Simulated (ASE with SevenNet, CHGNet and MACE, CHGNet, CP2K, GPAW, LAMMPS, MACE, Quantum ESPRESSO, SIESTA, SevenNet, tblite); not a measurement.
# Machine-learned potentials runs on glassy 63SiO2-22Al2O3-15ZnO (mol %) (89 atoms)

How do the settings of machine-learned potentials change the result for glassy 63SiO2-22Al2O3-15ZnO (mol %) (89 atoms)? A plane-wave run serves as the yardstick.

Calculated with ASE with SevenNet, CHGNet and MACE; the method is named at each step.

### Step 1. The starting structure

The cell holds 89 atoms: 17 Si, 12 Al, 4 Zn and 56 O. Cell: a = 10.382 Å, b = 10.382 Å, c = 10.382 Å, α = 90.0°, β = 90.0°, γ = 90.0°. 89 atoms (17 Si, 12 Al, 4 Zn, 56 O) placed at random at 2.7 g/cm³, melted at 4000 K for 10 ps at fixed volume with the Morse and Coulomb pair potential with partial charges (Pedone, Malavasi, Menziani, Cormack and Segre, J. Phys. Chem. B 110, 11780 (2006)). Quenched from 4000 K to 300 K at 20 K/ps and fixed volume, held 10 ps at zero pressure, then minimised at fixed cell.

The yardstick, on the same geometry:

```
method                                           : Kohn-Sham DFT, PBE, SSSP efficiency 1.3.0 pseudopotentials, plane waves (Quantum ESPRESSO 7.5); sssp-pbe-1.3.0-efficiency, cutoffs 60/480 Ry, Γ point
r.m.s. force component                           : 0.7442 eV/Å
longest force                                    : 3.049 eV/Å
pressure                                         : 7.99 GPa
gap (highest filled to lowest empty level) : 2.754 eV
time                                             : 5.6 min on 2 MPI ranks of Arm Neoverse V2, shared host
CPU time                                         : 11 min
```

### Step 2. SevenNet l3i5 potential

Method: machine-learned interatomic potential SevenNet l3i5, trained on PBE(+U) plane-wave data.

File run.py:

```python
import numpy as np
from ase.io import read
import mlip  # loads the published weights by name

atoms = read("structure.xyz")
atoms.calc = mlip.calc("7net-l3i5")
energy = atoms.get_potential_energy()
forces = atoms.get_forces()
print(f"energy {energy:.6f} eV")
print("forces (eV/A)")
for i, (a, f) in enumerate(zip(atoms, forces)):
    print(f"{i:4d} {a.symbol:2s} {f[0]:10.5f} {f[1]:10.5f} {f[2]:10.5f}")
stress = -atoms.get_stress(voigt=False) * 160.21766
print("stress (GPa, compression positive)")
for row in stress:
    print(" ".join(f"{x:10.4f}" for x in row))
```

File structure.xyz:

```xyz
89
Lattice="10.38180 0.00000 0.00000 0.00000 10.38180 0.00000 0.00000 0.00000 10.38180" Properties=species:S:1:pos:R:3 pbc="T T T"
Si 3.69623 8.13622 7.21255
Si 9.95812 4.41320 8.95254
Si 10.30684 7.13105 5.01981
Si 7.26435 3.96907 0.05731
Si 4.79598 2.07190 6.70425
Si 5.92375 6.83569 5.40248
Si 3.47770 7.37419 1.56641
Si 9.06383 6.34214 2.25171
Si 8.22550 5.41162 6.61601
Si 3.62647 1.09507 9.55562
Si 7.15680 8.51619 3.07602
Si 1.73999 4.65001 5.29285
Si 6.44647 6.91791 0.51774
Si 2.91043 3.81552 0.57214
Si 9.96528 10.17157 5.45221
Si 7.52639 0.70648 6.97501
Si 0.78030 10.13004 10.07751
Al 4.21387 4.99655 3.31906
Al 3.84345 2.15516 3.69810
Al 2.35148 5.45325 8.34323
Al 10.20365 1.63607 7.90138
Al 0.75673 7.02132 10.25639
Al 0.88079 1.05957 2.63791
Al 5.93123 9.46073 9.17398
Al 10.08561 3.65896 1.46300
Al 6.19108 3.93989 5.04286
Al 4.75569 10.12174 1.62870
Al 6.39363 2.23095 2.49475
Al 8.63392 0.84643 2.72470
Zn 7.97094 1.13785 9.84786
Zn 9.09456 3.40969 4.16404
Zn 2.33653 0.51992 6.03878
Zn 2.89548 7.65159 4.70565
O 2.33134 1.64614 3.16271
O 5.61520 5.57368 4.41984
O 9.82305 6.65287 0.94755
O 6.87192 6.30580 6.57521
O 3.43908 8.97974 1.67656
O 0.48358 0.63962 6.59379
O 1.32482 3.83826 0.99447
O 0.58927 8.62260 9.70293
O 9.98345 0.68458 9.39169
O 0.61574 5.64313 9.09041
O 6.66927 8.20131 10.06287
O 0.44143 3.86556 4.93987
O 4.81653 0.12531 10.21548
O 6.12557 1.17169 6.42851
O 9.22932 4.77231 2.53980
O 3.34201 2.28348 0.17794
O 3.11423 4.61180 9.58811
O 8.45369 10.18268 5.99321
O 2.98207 4.33004 4.37344
O 7.83732 4.33357 5.43643
O 6.81659 3.60736 1.52550
O 0.34758 3.13385 8.48089
O 2.21454 0.29817 9.43716
[... 29 atom lines left out ...]
O 8.31946 9.52447 3.04685
O 3.78905 4.32298 1.79418
O 6.71567 7.87605 4.47393
O 2.85697 9.06476 6.19015
```

Run with:

```
OMP_NUM_THREADS=1 python run.py > output.txt
```

Output:

```text
energy -649.966736 eV
forces (eV/A)
   0 Si    0.77630   -0.17049    0.08418
   1 Si   -0.42358   -0.79394    0.61317
   2 Si   -0.50420   -1.20190   -1.03008
   3 Si    0.90722    0.09484    1.36531
   4 Si    0.71831   -0.44626    0.32765
   5 Si    1.07959   -0.05807   -0.95421
   6 Si    0.51985    1.36248    0.01700
   7 Si   -0.04418    0.04715    0.14600
   8 Si    0.13253    0.60764   -2.00639
   9 Si   -0.92314    0.09733    0.13409
  10 Si   -0.50138   -1.02828   -0.82640
  11 Si   -1.01452    1.00395    0.08520
  12 Si   -0.18291   -0.19430    1.68975
  13 Si   -1.18805    0.02670   -0.28817
  14 Si   -0.52754    0.59289    0.61726
  15 Si    1.15862    0.40970    0.46536
  16 Si    0.50082    0.95284    0.62013
  17 Al   -0.59940    0.81274   -0.11916
  18 Al   -0.13403   -0.37395   -0.06187
  19 Al   -0.03997   -0.24436   -0.51654
  20 Al   -0.83279   -0.41851    0.40752
  21 Al   -0.06150    0.40387    1.28879
  22 Al    0.25975   -0.10423   -0.51202
  23 Al   -0.93340   -0.51129   -0.14406
[...]
81 O    -0.94185   -0.62729   -0.41750
  82 O    -0.86638    0.14851    0.35982
  83 O    -0.39610   -0.12998   -0.22625
  84 O    -0.10864   -1.13241    0.90842
  85 O     2.15735    0.51425    0.64745
  86 O     0.89863   -0.15325    0.46903
  87 O     0.25380    0.22228    1.01452
  88 O    -0.84466    0.29082   -1.18798
stress (GPa, compression positive)
    6.8081     1.0002     0.8301
    1.0002     8.6957     0.0259
    0.8301     0.0259     7.2223
```

Run time: 9.2 s. Hardware: 1 thread of Arm Neoverse V2, shared host; peak memory 1.6 GiB.

Banners, paths, timers and routine set-up lines are dropped from the logs unmarked, and long logs keep their key lines alone; longer cuts are marked.

Numbers from this run, and their distance from the reference:

| Item | Value |
| --- | --- |
| r.m.s. force component | 0.7346 eV/Å |
| r.m.s. difference of force components | 49.89 meV/Å |
| longest difference of force vectors | 199.4 meV/Å |
| force difference over r.m.s. force | 6.703 % |
| slope of forces against the reference's | 0.985 |
| correlation of force components | 0.9978 |
| pressure | 7.575 GPa |
| pressure difference | -0.4143 GPa |

Length of the force difference by element (eV/Å):

```csv
element,atoms,mean,most
Al,12,0.083,0.16
O,56,0.067,0.18
Si,17,0.10,0.20
Zn,4,0.081,0.14
```

A closer look about Zn32, one of the 4 Zn atoms: 14 atoms, nearest first, numbered in the order of the input, with positions taken from that point.

```csv
atom,x,y,z,distance (Å),bonds,Fx,Fy,Fz (eV/Å)
Zn32,0.00,0.00,0.00,0.00,3,0.26,0.19,0.09
O89,0.52,-1.84,0.15,1.92,3,-0.84,0.29,-1.19
O82,1.43,1.16,-0.55,1.92,3,-0.94,-0.63,-0.42
O39,-1.85,0.12,0.56,1.94,3,1.16,-0.33,-0.44
O80,1.75,1.06,2.04,2.89,2,-0.22,0.00,-0.15
Si15,-2.75,-0.73,-0.59,2.91,4,-0.53,0.59,0.62
Si5,2.46,1.55,0.67,2.98,4,0.72,-0.45,0.33
O34,-0.01,1.13,-2.88,3.09,2,0.52,0.08,0.60
O73,-2.42,0.00,-1.96,3.11,3,-0.38,0.46,-1.33
Al19,1.51,1.64,-2.34,3.23,4,-0.13,-0.37,-0.06
O79,-2.24,-2.24,-0.68,3.24,2,0.90,0.16,0.54
Si1,1.36,-2.77,1.17,3.30,4,0.78,-0.17,0.08
Al21,-2.51,1.12,1.86,3.32,4,-0.83,-0.42,0.41
O56,-0.12,-0.22,3.40,3.41,2,0.16,-0.22,-0.90
```

Atoms are counted from 1 here, from 0 in the log.

Forces lie 6.7 % from the reference's, at 0.013 times its CPU time (on 1 against 2 cores).

### Step 3. CHGNet r2SCAN potential

Method: machine-learned interatomic potential CHGNet r2SCAN, trained on r2SCAN plane-wave data.

Edit run.py of step 2 so:

```diff
@@ -5,3 +5,3 @@
 atoms = read("structure.xyz")
-atoms.calc = mlip.calc("7net-l3i5")
+atoms.calc = mlip.calc("chgnet-r2scan")
 energy = atoms.get_potential_energy()
```

structure.xyz is that of step 2.

Output:

```text
CHGNet vr2scan initialized with 412,525 parameters
CHGNet will run on cpu
energy -858.186035 eV
forces (eV/A)
   0 Si    0.56043   -0.17752   -0.16413
   1 Si   -0.22664   -0.54930    0.65733
   2 Si   -0.21457   -1.06648   -0.92409
   3 Si    0.95304   -0.29338    1.23191
   4 Si    0.47129   -0.57395    0.13920
   5 Si    0.64887    0.03750   -0.72409
   6 Si    0.43585    1.17805    0.11448
   7 Si   -0.28522    0.02738    0.36994
   8 Si    0.12574    0.54392   -1.86679
   9 Si   -1.06555   -0.03616    0.07827
  10 Si   -0.36128   -1.11048   -0.76678
  11 Si   -1.00079    1.04575    0.17669
  12 Si   -0.14365   -0.13824    1.88475
  13 Si   -0.80100   -0.14667   -0.19620
  14 Si   -0.26844    0.66226    0.49783
  15 Si    0.99379    0.27704    0.36175
  16 Si    0.58510    0.95345    0.46174
  17 Al   -0.42612    0.62609   -0.19180
  18 Al   -0.16669   -0.34907   -0.03340
  19 Al   -0.07540   -0.14952   -0.24772
  20 Al   -0.55648   -0.30738    0.32145
  21 Al    0.08921    0.31775    0.85482
  22 Al    0.04576   -0.26285   -0.36523
  23 Al   -0.77666   -0.16993   -0.06695
[...]
81 O    -0.64269   -0.44697   -0.27849
  82 O    -0.57948    0.07111    0.29584
  83 O    -0.24258   -0.08429   -0.16220
  84 O    -0.12070   -0.80402    0.69916
  85 O     1.62878    0.47618    0.52439
  86 O     0.44786   -0.18182    0.25139
  87 O     0.20920    0.07141    0.69932
  88 O    -0.70207    0.27406   -0.88452
stress (GPa, compression positive)
    1.5559     0.6961     0.6366
    0.6961     3.3190    -0.1059
    0.6366    -0.1059     2.1910
```

The job ended after 3.7 s (1 thread; peak memory 1.3 GiB).

Against the reference:

* r.m.s. force component: 0.5773 eV/Å
* r.m.s. difference of force components: 222.6 meV/Å
* longest difference of force vectors: 888.9 meV/Å
* force difference over r.m.s. force: 29.92 %
* slope of forces against the reference's: 0.7561
* correlation of force components: 0.9747
* pressure: 2.355 GPa
* pressure difference: -5.634 GPa

Against the first run (6.7 %), the force difference from the reference is 30 %, at 0.40 times the CPU time; this potential was trained at another functional than the reference's, which explains only part of so large a difference.

### Step 4. MACE MP-0b2 small potential

Method: machine-learned interatomic potential MACE MP-0b2 small, trained on PBE(+U) plane-wave data.

Edit run.py of step 3 so:

```diff
@@ -5,3 +5,3 @@
 atoms = read("structure.xyz")
-atoms.calc = mlip.calc("chgnet-r2scan")
+atoms.calc = mlip.calc("mace-mp-0b2-small")
 energy = atoms.get_potential_energy()
```

structure.xyz is that of step 3.

Output:

```text
energy -650.092417 eV
forces (eV/A)
   0 Si    0.81199   -0.20364    0.11936
   1 Si   -0.45129   -0.73465    0.61160
   2 Si   -0.45918   -1.26036   -0.94876
   3 Si    1.03626    0.15400    1.20446
   4 Si    0.55135   -0.49549    0.25342
   5 Si    1.03404   -0.04005   -0.99835
   6 Si    0.66869    1.26237   -0.02847
   7 Si   -0.21620    0.13614    0.11322
   8 Si    0.14865    0.49881   -1.93664
   9 Si   -0.76498    0.13718    0.04947
  10 Si   -0.62148   -1.10715   -0.78485
  11 Si   -0.84630    1.05098    0.22502
  12 Si   -0.19747   -0.21826    1.62858
  13 Si   -1.10013    0.00829   -0.34091
  14 Si   -0.33810    0.75133    0.67093
  15 Si    1.13871    0.39394    0.42246
  16 Si    0.47648    0.88922    0.55588
  17 Al   -0.58589    0.79565   -0.06859
  18 Al   -0.11904   -0.29338    0.00648
  19 Al   -0.10738   -0.20475   -0.49371
  20 Al   -0.72488   -0.46142    0.28877
  21 Al   -0.12896    0.32050    1.22166
  22 Al    0.25273   -0.13785   -0.35199
  23 Al   -0.91402   -0.52172   -0.08628
[...]
81 O    -0.76012   -0.60504   -0.38935
  82 O    -0.84665    0.15515    0.45109
  83 O    -0.39079   -0.12033   -0.18593
  84 O    -0.14047   -1.10362    0.84915
  85 O     2.19809    0.59562    0.57918
  86 O     0.89023   -0.16304    0.38791
  87 O     0.29475    0.22789    0.98320
  88 O    -0.94193    0.42017   -1.19434
stress (GPa, compression positive)
    6.9154     1.0630     0.8198
    1.0630     8.7824     0.0257
    0.8198     0.0257     7.5239
```

The job ended after 5.3 s (1 thread; peak memory 0.67 GiB).

Compared with the plane-wave run:

```yaml
r_m_s_force_component: 0.7193 eV/Å
r_m_s_difference_of_force_components: 82.09 meV/Å
longest_difference_of_force_vectors: 339.3 meV/Å
force_difference_over_r_m_s_force: 11.03 %
slope_of_forces_against_the_reference_s: 0.961
correlation_of_force_components: 0.9943
pressure: 7.741 GPa
pressure_difference: -0.2491 GPa
```

Against the first run (6.7 %), the force difference from the reference is 11 %, at 0.62 times the CPU time.

### Step 5. The ladder

Differences are against the plane-wave reference, forces as r.m.s. over components; share is that over the reference's r.m.s. force, slope the least-squares factor from reference forces to these. Total energies of different programs have different zeros and aren't compared.

```csv
run,"Δ force, r.m.s. (meV/Å)",share (%),slope,Δ pressure (GPa),cores,CPU time,memory (GiB)
reference,-,-,-,-,2,11 min,3.3
SevenNet l3i5 potential,49.9,6.70,0.985,-0.414,1,8.6 s,1.6
CHGNet r2SCAN potential,223,29.9,0.756,-5.63,1,3.4 s,1.3
MACE MP-0b2 small potential,82.1,11.0,0.961,-0.249,1,5.3 s,0.67
```

Times of the machine-learned potentials are mostly Python's start and the loading of weights.

CPU time is summed over cores on a shared host, where runs went side by side, so it is rough. Symmetry, cutoffs, thresholds, outputs and thread counts weren't matched or tuned between programs; memory under MPI is the largest rank's times the ranks.

### Step 6. Summary of results

```json
{"nearest in forces": "SevenNet l3i5 potential, 6.7 %", "its CPU time": "8.6 s"}
```

In words: Machine-learned potentials differ by 6.7 % (SevenNet l3i5 potential) to 30 % (CHGNet r2SCAN potential); they were trained on other programs' data, some at another functional. The reference's pressure holds the uncorrected Pulay stress of its 60 Ry basis, so small pressure differences, and their order, may be the reference's own error. Machine-learned potentials mimic data converged in k, so the reference's own k-point error enters their differences. The quench rate of 20 K/ps is many orders above laboratory rates, so the cell is likely richer in defects and strain than a real sample. The network of bonds at the start is that of the classical potential that made the cell, and needn't be the one that DFT or experiment would give. The reference's pressure of 8.0 GPa belongs to a cell and atoms that aren't relaxed at this level. The electronic-structure runs sample only Γ, in a cell whose shortest periodic width is 10 Å.

[Also dropped from logs without a mark: logging warnings of Python, and SIESTA's first energy breakdown and zero terms.]

[Logs are printed without paths, hosts, clocks, repeated set-up lines and the standing remarks that a program may print on its own settings, such as how far it seeks lower states.]

[Hosts, paths, dates, database ids (printed as entryN), source tags and the programs' standing remarks are cut or masked in the printed files.]
